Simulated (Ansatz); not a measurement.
**CoSn (P6/mmm): phonon-mediated transition temperature**

Wanted: λ, ω_log and Tc of CoSn (P6/mmm). The cell shown first is a relaxed one, from steps not shown here.

Calculated with Ansatz 0.2.0; DFT PBE, scalar-relativistic, plane waves, PAW; PAW set soft_1.

**1. The cell after earlier relaxation steps**

Symmetry: P6/mmm, No. 191, hexagonal system. The conventional cell has a = 5.296 Å, b = 5.296 Å, c = 4.231 Å, α = 90.00°, β = 90.00°, γ = 120.00°. Nearest to Co lie 6 Sn at 2.61 to 2.65 Å and 4 Co at 2.65 Å. Nearest to Sn lie 6 Co at 2.61 Å. Sn has 6 Co at 2.65 Å nearest. Farther neighbours are not listed.

**2. Electron–phonon run: q 3×3×2, k 6×6×6, scattering 8×8×8**

The run that gives the couplings also evaluates McMillan's and Allen and Dynes's formulas and, where asked, the Eliashberg equations, over a range of μ*.

input.yaml

```yaml
crystal:
  lattice:
    - [5.296134903, 0.0, 0.0]
    - [-2.6480674515, 4.5865873679, 0.0]
    - [0.0, 0.0, 4.2312606118]
  atoms:
    - { symbol: Co, position: [0.0, 0.5, 0.0] }
    - { symbol: Co, position: [0.5, 0.5, 0.0] }
    - { symbol: Co, position: [0.5, 0.0, 0.0] }
    - { symbol: Sn, position: [0.6666666667, 0.3333333333, 0.5] }
    - { symbol: Sn, position: [0.3333333333, 0.6666666667, 0.5] }
    - { symbol: Sn, position: [0.0, 0.0, 0.0] }
kpoints:
  mp_grid: { grid: [6, 6, 6] }
hamiltonian:
  xc: pbe
  pseudopotentials: { kind: paw, azcp: { folder: soft_1 } }
scf:
  occupations: { method: methfessel_paxton, width: 0.2 }
output:
  eigenvalues: true
phonons:
  method: dfpt
  qmesh: [3, 3, 2]
  temperatures: { t_max: 1000, t_step: 50 }
  qpath:
    path:
      - [[0.0, 0.0, 0.0], [0.5, 0.0, 0.0], [0.33333333, 0.33333333, 0.0], [0.0, 0.0, 0.0], [0.0, 0.0, 0.5], [0.5, 0.0, 0.5], [0.33333333, 0.33333333, 0.5], [0.0, 0.0, 0.5]]
      - [[0.5, 0.0, 0.5], [0.5, 0.0, 0.0]]
      - [[0.33333333, 0.33333333, 0.5], [0.33333333, 0.33333333, 0.0]]
    npoints: 10
  electrical_resistivity:
    mesh: [8, 8, 8]
    temperatures: [20.0, 50.0, 80.0, 100.0, 150.0, 200.0, 273.0, 300.0, 400.0, 500.0, 600.0, 800.0]
  superconductivity: { mesh: [8, 8, 8] }
```

Launch:

```sh
ansatz run input.yaml --threads 4 --pin off --max-ram 20480MiB --backend cpu --events-out ev --progress --plain --runs-dir out
```

Numbers of over 12 decimals in the logs are rounded to 6 here.

Output:

```text
Engine: ansatz 0.2.0, aarch64-unknown-linux-gnu
Pseudopotentials: kind: paw
Pseudopotential: Co, paw, valence charge 17, recommended cutoff 420 eV (normal), soft_1/Co.paw.azcp
Pseudopotential: Sn, paw, valence charge 14, recommended cutoff 420 eV (normal), soft_1/Sn.paw.azcp
Functional definition: PBE
  parameter kappa = 0.804
  parameter beta = 0.066725
  exchange = pbe_x(kappa = kappa, mu = beta*pi^2/3)
  correlation = pbe_c(beta = beta)
Crystal: 6 atoms, lattice volume = 102.782 Å³
Basis set: ecut = 420 eV, 2025 PW (Γ), exchange–correlation on 72×72×60 points (8 copies of the dense FFT grid, shifted against one another)
Bands: 56, of which v1, the nominal top of the filled ones, is band 47 counted from 1 (46 counted from 0)
Symmetry: 24 space group operations
k-points: 28 of 216
Non-local potential: Co, projectors of the file, l = 0: 3, l = 1: 2, l = 2: 3, l = 3: 1
Non-local potential: Sn, projectors of the file, l = 0: 2, l = 1: 2, l = 2: 2, l = 3: 1
PAW form: soft (Blöchl's): semilocal exchange-correlation on the pseudo side does not see the compensation charge
PAW one-centre angular grid: Co, 590 points (default); XC on 64 Gauss nodes
PAW one-centre angular grid: Sn, 590 points (default); XC on 64 Gauss nodes
Initial density: superposition of atomic densities (chi_scale 0.1, normalization cell, long waves kept (reshape's long-wave potential 0.00 eV rms))
Initial wavefunctions: pseudopotential atomic-orbital guess
Functional: x = pbe(κ = 0.804, μ = 0.219515), c = pbe(β = 0.066725)
SCF iter   1: F=—  HF=-33459.951061 eV  |F-HF|=—  |Δ(HF+E_count)|=         —  Δρ=2.45e-1  dr2=6.69e1  ethr=3.10e-3  ⟨swp⟩=6.6  Hψ=5851  notcnv=0
preconditioner: auto → Kerker (q_TF=auto, 2.683 Å⁻¹)  [metal: Δε(μ)=0.003 eV  Ē_g=13.790 eV  σ=0.200 eV  W_gap=0.01  n_scr=26 (ndim 8)  ℏωp=30.4 eV  f_vac=0.000  D(μ)=4.94/eV (n_scr^D=44)]
SCF iter   2: F=—  HF=-33454.946454 eV  |F-HF|=—  |Δ(HF+E_count)|=    5.00e0  S|Δr|=    0.00e0  Δρ=9.33e-2  dr2=1.65e1  ethr=3.10e-3  ⟨swp⟩=3.0  Hψ=2607  notcnv=0  defer=76
SCF iter   3: F=—  HF=-33452.353395 eV  |F-HF|=—  |Δ(HF+E_count)|=    2.59e0  S|Δr|=    0.00e0  Δρ=3.62e-2  dr2=3.14e0  ethr=3.10e-3  ⟨swp⟩=2.7  Hψ=2530  notcnv=0  defer=66
SCF iter   4: F=—  HF=-33451.887312 eV  |F-HF|=—  |Δ(HF+E_count)|=   4.66e-1  S|Δr|=    0.00e0  Δρ=1.29e-2  dr2=2.40e-1  ethr=3.10e-3  ⟨swp⟩=2.2  Hψ=2012  notcnv=0  defer=59
SCF iter   5: F=—  HF=-33451.829387 eV  |F-HF|=—  |Δ(HF+E_count)|=   5.79e-2  S|Δr|=    0.00e0  Δρ=5.93e-3  dr2=3.83e-2  ethr=2.58e-4  ⟨swp⟩=2.1  Hψ=1923  notcnv=0  defer=59
SCF iter   6: F=—  HF=-33451.822883 eV  |F-HF|=—  |Δ(HF+E_count)|=   6.50e-3  S|Δr|=    0.00e0  Δρ=2.04e-3  dr2=6.82e-3  ethr=4.12e-5  ⟨swp⟩=2.9  Hψ=3005  notcnv=0  defer=59
SCF iter   7: F=—  HF=-33451.822462 eV  |F-HF|=—  |Δ(HF+E_count)|=   4.21e-4  S|Δr|=    0.00e0  Δρ=1.02e-3  dr2=1.62e-3  ethr=7.34e-6  ⟨swp⟩=2.0  Hψ=1898  notcnv=0  defer=59
SCF iter   8: F=—  HF=-33451.822784 eV  |F-HF|=—  |Δ(HF+E_count)|=   3.22e-4  S|Δr|=    0.00e0  Δρ=4.19e-4  dr2=1.46e-4  ethr=1.74e-6  ⟨swp⟩=2.0  Hψ=1944  notcnv=0  defer=59
SCF iter   9: F=—  HF=-33451.822785 eV  |F-HF|=—  |Δ(HF+E_count)|=   7.62e-7  S|Δr|=    0.00e0  Δρ=1.59e-4  dr2=2.46e-5  ethr=1.57e-7  ⟨swp⟩=2.0  Hψ=2492  notcnv=0  defer=59
SCF iter  10: F=—  HF=-33451.822786 eV  |F-HF|=—  |Δ(HF+E_count)|=   8.59e-7  S|Δr|=    0.00e0  Δρ=3.87e-5  dr2=1.23e-6  ethr=2.65e-8  ⟨swp⟩=2.0  Hψ=2037  notcnv=0  defer=59
[...]
SCF 1 converged in 16 iterations: F = -33451.822781 eV  dr2 = 9.89e-12
  greatest PAW one-centre occupation: 1.001 electrons in one spin orbital (limit 2), on the Co atom at site 1 (counted from 0), in its partial waves of l = 1
phonons: the bands overlap, so this run is a metal and interpolates without the dipole-dipole term. If the crystal is really an insulator or semiconductor, its LO-TO splitting is missing
NSCF: frozen V_eff on 28 k-points
WARN: eigensolver did not converge (k=27): 1 band(s) unlocked after 20 sweeps at ethr=3.43e-12 eV (storage-precision floor; scheduled 1.00e-12 eV) (lowest unlocked band 55, counted from 0; max residual 2.18e-4 eV among the unlocked bands, 2.18e-4 eV over every band; other slots of this pass that fall short are told together in one closing line; warning suppressed until the next SCF loop or pass starts)
NSCF: frozen V_eff on 80 k-points
DFPT response loops at q = (0, 0, 0) (fractional): preconditioner auto → Kerker (q_TF=auto, 2.683 Å⁻¹) (partly filled bands, converged f_vac=0.023); β = 1.00, the filter's whole step (`scf.mixing.beta` (0.50) is not read by the response loops under this deck's `scf.mixing.preconditioner`; to damp them name `kerker` or `kerker_dos`, under which they read `scf.mixing.beta`, and type it under 1.00, their step now; both keys bind the ground state too); Broyden in place of MSR1
NSCF: frozen V_eff on 160 k-points
DFPT response loops at q = (0, 0, -0.5) (fractional): mixed as the last ones told, above
NSCF: frozen V_eff on 288 k-points
DFPT response loops at q = (0, 0.333333, 0) (fractional): mixed as the last ones told, above
NSCF: frozen V_eff on 288 k-points
DFPT response loops at q = (0, 0.333333, -0.5) (fractional): mixed as the last ones told, above
NSCF: frozen V_eff on 288 k-points
DFPT response loops at q = (0.333333, 0.333333, 0) (fractional): mixed as the last ones told, above
NSCF: frozen V_eff on 288 k-points
DFPT response loops at q = (0.333333, 0.333333, -0.5) (fractional): mixed as the last ones told, above
[...]
SCF iter   7: F=—  HF=-33451.822462 eV  |F-HF|=—  |Δ(HF+E_count)|=   4.21e-4  S|Δr|=    0.00e0  Δρ=1.02e-3  dr2=1.62e-3  ethr=7.34e-6  ⟨swp⟩=2.0  Hψ=1898  notcnv=0  defer=59
SCF iter   8: F=—  HF=-33451.822784 eV  |F-HF|=—  |Δ(HF+E_count)|=   3.22e-4  S|Δr|=    0.00e0  Δρ=4.19e-4  dr2=1.46e-4  ethr=1.74e-6  ⟨swp⟩=2.0  Hψ=1944  notcnv=0  defer=59
SCF iter   9: F=—  HF=-33451.822785 eV  |F-HF|=—  |Δ(HF+E_count)|=   7.62e-7  S|Δr|=    0.00e0  Δρ=1.59e-4  dr2=2.46e-5  ethr=1.57e-7  ⟨swp⟩=2.0  Hψ=2492  notcnv=0  defer=59
SCF iter  10: F=—  HF=-33451.822786 eV  |F-HF|=—  |Δ(HF+E_count)|=   8.59e-7  S|Δr|=    0.00e0  Δρ=3.87e-5  dr2=1.23e-6  ethr=2.65e-8  ⟨swp⟩=2.0  Hψ=2037  notcnv=0  defer=59
SCF iter  11: F=—  HF=-33451.822781 eV  |F-HF|=—  |Δ(HF+E_count)|=   4.94e-6  S|Δr|=    0.00e0  Δρ=1.90e-5  dr2=3.68e-7  ethr=1.33e-9  ⟨swp⟩=2.0  Hψ=2455  notcnv=0  defer=59
SCF iter  12: F=—  HF=-33451.822781 eV  |F-HF|=—  |Δ(HF+E_count)|=   3.05e-8  S|Δr|=    0.00e0  Δρ=4.52e-6  dr2=3.87e-8  ethr=3.95e-10  ⟨swp⟩=2.0  Hψ=2043  notcnv=0  defer=59
[...]
mean free path at 20 K (of a tensor a third of its trace): 21140 nm by what each carries, 14542 by the Fermi surface alone
  Hall coefficient in a weak field at 20 K (a third of the trace): -2.497e-10 m³/C (as a tensor it moves by 15.3 % between the two finest meshes); by each state's relaxation time: -1.945e-10 m³/C; by a constant relaxation time: -1.195e-10 m³/C
  mean free path at 50 K (of a tensor a third of its trace): 367 nm by what each carries, 272 by the Fermi surface alone
  Hall coefficient in a weak field at 50 K (a third of the trace): -1.701e-10 m³/C (as a tensor it moves by 19.6 % between the two finest meshes); by each state's relaxation time: -1.510e-10 m³/C; by a constant relaxation time: -1.177e-10 m³/C
  mean free path at 80 K (of a tensor a third of its trace): 102 nm by what each carries, 82.7 by the Fermi surface alone
  Hall coefficient in a weak field at 80 K (a third of the trace): -1.484e-10 m³/C (as a tensor it moves by 20.6 % between the two finest meshes); by each state's relaxation time: -1.372e-10 m³/C; by a constant relaxation time: -1.165e-10 m³/C
  mean free path at 100 K (of a tensor a third of its trace): 65.2 nm by what each carries, 54.2 by the Fermi surface alone
  Hall coefficient in a weak field at 100 K (a third of the trace): -1.411e-10 m³/C (as a tensor it moves by 21.5 % between the two finest meshes); by each state's relaxation time: -1.329e-10 m³/C; by a constant relaxation time: -1.159e-10 m³/C
  mean free path at 150 K (of a tensor a third of its trace): 34.4 nm by what each carries, 29.2 by the Fermi surface alone
  Hall coefficient in a weak field at 150 K (a third of the trace): -1.335e-10 m³/C (as a tensor it moves by 22.8 % between the two finest meshes); by each state's relaxation time: -1.276e-10 m³/C; by a constant relaxation time: -1.150e-10 m³/C
  mean free path at 200 K (of a tensor a third of its trace): 23.8 nm by what each carries, 20.3 by the Fermi surface alone
  Hall coefficient in a weak field at 200 K (a third of the trace): -1.308e-10 m³/C (as a tensor it moves by 23.3 % between the two finest meshes); by each state's relaxation time: -1.253e-10 m³/C; by a constant relaxation time: -1.148e-10 m³/C
  mean free path at 273 K (of a tensor a third of its trace): 16.6 nm by what each carries, 14.2 by the Fermi surface alone
  Hall coefficient in a weak field at 273 K (a third of the trace): -1.280e-10 m³/C (as a tensor it moves by 23.7 % between the two finest meshes); by each state's relaxation time: -1.228e-10 m³/C; by a constant relaxation time: -1.147e-10 m³/C
  mean free path at 300 K (of a tensor a third of its trace): 14.9 nm by what each carries, 12.8 by the Fermi surface alone
  Hall coefficient in a weak field at 300 K (a third of the trace): -1.267e-10 m³/C (as a tensor it moves by 23.7 % between the two finest meshes); by each state's relaxation time: -1.216e-10 m³/C; by a constant relaxation time: -1.144e-10 m³/C
  mean free path at 400 K (of a tensor a third of its trace): 10.9 nm by what each carries, 9.34 by the Fermi surface alone
  Hall coefficient in a weak field at 400 K (a third of the trace): -1.202e-10 m³/C (as a tensor it moves by 23.9 % between the two finest meshes); by each state's relaxation time: -1.156e-10 m³/C; by a constant relaxation time: -1.123e-10 m³/C
  mean free path at 500 K (of a tensor a third of its trace): 8.64 nm by what each carries, 7.37 by the Fermi surface alone
  Hall coefficient in a weak field at 500 K (a third of the trace): -1.113e-10 m³/C (as a tensor it moves by 23.9 % between the two finest meshes); by each state's relaxation time: -1.075e-10 m³/C; by a constant relaxation time: -1.083e-10 m³/C
  mean free path at 600 K (of a tensor a third of its trace): 7.14 nm by what each carries, 6.09 by the Fermi surface alone
  Hall coefficient in a weak field at 600 K (a third of the trace): -1.010e-10 m³/C (as a tensor it moves by 23.8 % between the two finest meshes); by each state's relaxation time: -9.821e-11 m³/C; by a constant relaxation time: -1.032e-10 m³/C
  mean free path at 800 K (of a tensor a third of its trace): 5.28 nm by what each carries, 4.51 by the Fermi surface alone
  Hall coefficient in a weak field at 800 K (a third of the trace): -7.919e-11 m³/C (as a tensor it moves by 23.7 % between the two finest meshes); by each state's relaxation time: -7.858e-11 m³/C; by a constant relaxation time: -9.136e-11 m³/C
  the resistivity times a path that all electrons share, by the Fermi surface of the deck's mesh alone (a third of the trace): 4.526e-15 Ω·m²
  not converged in the mesh (λ; the resistivity at 20 K by 14.27 %; the resistivity at 150 K by 2.35 %; the resistivity at 200 K by 2.62 %; the resistivity at 273 K by 2.68 %; the resistivity at 300 K by 2.78 %; the resistivity at 400 K by 3.03 %; the resistivity at 500 K by 2.87 %; the resistivity at 600 K by 2.30 %; the resistivity at 800 K by 2.58 %): between neighbouring meshes, the two finest first, λ moves by 2.74 %, λ_tr by 0.72 % and the resistivity by up to 14.27 %; an estimate, no bound, puts it up to 7.7e-7 % above the Boltzmann equation's exact value after up to 5 iterations (at most 30 are made, fewer where the estimate is under 1.0e-6 % of each spin channel's own resistivity)
  vibrations of 18 cells: unjudged by the run; compare a larger repeat
  the changes of the potential over all sites missed a rigid shift's by 0.00 % (the site terms' by 0.00 %)
  at the force constants' own smearing the fine mesh and the k-points of their solves give squared frequencies that differ by 28.4 % of the larger at the most, at (0, 0, 0)
--- Superconductivity: potentials and phonons of a 3×3×2 supercell ---
           mesh         λ    ħω_log (meV)  μ* declared at (meV)
          8×8×8    0.1571          16.264               18.521
          4×4×4    0.1528          15.915               18.351
  λ by the species' shares of the modes' patterns: Co 0.0756, Sn 0.0815
  with the Fermi level up to 35.1 meV (the hardest mode) off, states and modes as they are: density of states 1.2339 to 1.3698 /eV of one spin and cell, λ 0.1507 to 0.1611
  transition temperature on the deck's mesh (K), isotropic and anisotropic, restricted to the Fermi surface (FSR) and over the full bandwidth (FBW), and the last with the density of states resolved in a narrower window:
        μ*   McMillan   Allen–Dynes      iso. FSR      iso. FBW    aniso. FSR    aniso. FBW  narrow window
      0.08      0.000         0.000    none_found    none_found    none_found    none_found     none_found
      0.10      0.000         0.000    none_found    none_found    none_found    none_found     none_found
      0.12      0.000         0.000    none_found    none_found    none_found    none_found     none_found
      0.13      0.000         0.000    none_found    none_found    none_found    none_found     none_found
      0.14      0.000         0.000    none_found    none_found    none_found    none_found     none_found
      0.16          -             -    none_found    none_found    none_found    none_found     none_found
      0.20          -             -    none_found    none_found    none_found    none_found     none_found
  none_found: no transition down to 0.1 K
  isotope coefficients −∂ln Tc/∂ln M under μ* = 0.13, the force constants as they are, of the isotropic transitions restricted to the Fermi surface and over the full bandwidth: Co - and -, Sn - and -
  not converged in the mesh (λ): between neighbouring meshes, the two finest first, λ moves by 2.74 % and the anisotropic transition temperature over the full bandwidth at μ* = 0.13 by nothing (neither mesh has one); converged means that the two finest part by at most 2.00 % and 5.00 %
  vibrations of 18 cells: unjudged by the run; compare a larger repeat
  the changes of the potential over all sites missed a rigid shift's by 0.00 % (the site terms' by 0.00 %)
  at the force constants' own smearing the fine mesh and the k-points of their solves give squared frequencies that differ by 28.4 % of the larger at the most, at (0, 0, 0)
[key lines of the parts left out:]
SCF converged after 16 iterations
Free energy (F): -33451.822781 eV
Fermi energy:    14.642786 eV
```

The job ended after 19 min (4 threads of Arm Neoverse V2, shared host; peak memory 3.6 GiB).

This run has no spin polarisation, although Co can carry a moment.

This step gave:

* volume per atom: 17.13 Å³/atom
* metallic on mesh: yes
* gap on the k-mesh: 0 eV
* zero point energy: 0.1721 eV/cell
* share of imaginary modes in the plain interpolation between solved wavevectors: 0
* highest frequency, solved or plainly interpolated: 281.8 cm⁻¹
* Debye temperature (second moment): 306 K
* resistivity at 300 K: 37.64 μΩ cm, mean of the axes
* coupling constant λ: 0.1571
* density of states at the Fermi level: 1.296 states/eV a spin and cell
* log mean phonon energy ħω_log: 16.26 meV
* transport coupling constant λ_tr: 0.1738, 0.1738, 0.1627 (xx, yy, zz)
* Drude plasma energy: 1.847, 1.847, 6.268 eV (xx, yy, zz)
* resistivity times mean free path: 64.5, 64.5, 6.761 × 10⁻¹⁶ Ω m² (xx, yy, zz)
* second-moment phonon energy ħω₂: 18.52 meV

An empty cell: under 1 mK by a formula, or no transition down to the floor of the Eliashberg search. Transition temperatures:

| μ* | McMillan Tc (K) | Allen–Dynes Tc (K) |
| --- | --- | --- |
| 0.08 | - | - |
| 0.1 | - | - |
| 0.12 | - | - |
| 0.13 | - | - |
| 0.14 | - | - |
| 0.16 | - | - |
| 0.2 | - | - |

(Part 1 of 2 ends here.)

[Logs are printed without paths, hosts, clocks, repeated set-up lines and the standing remarks that a program may print on its own settings, such as how far it seeks lower states.]

[Hosts, paths, dates, database ids (printed as entryN), source tags and the programs' standing remarks are cut or masked in the printed files.]
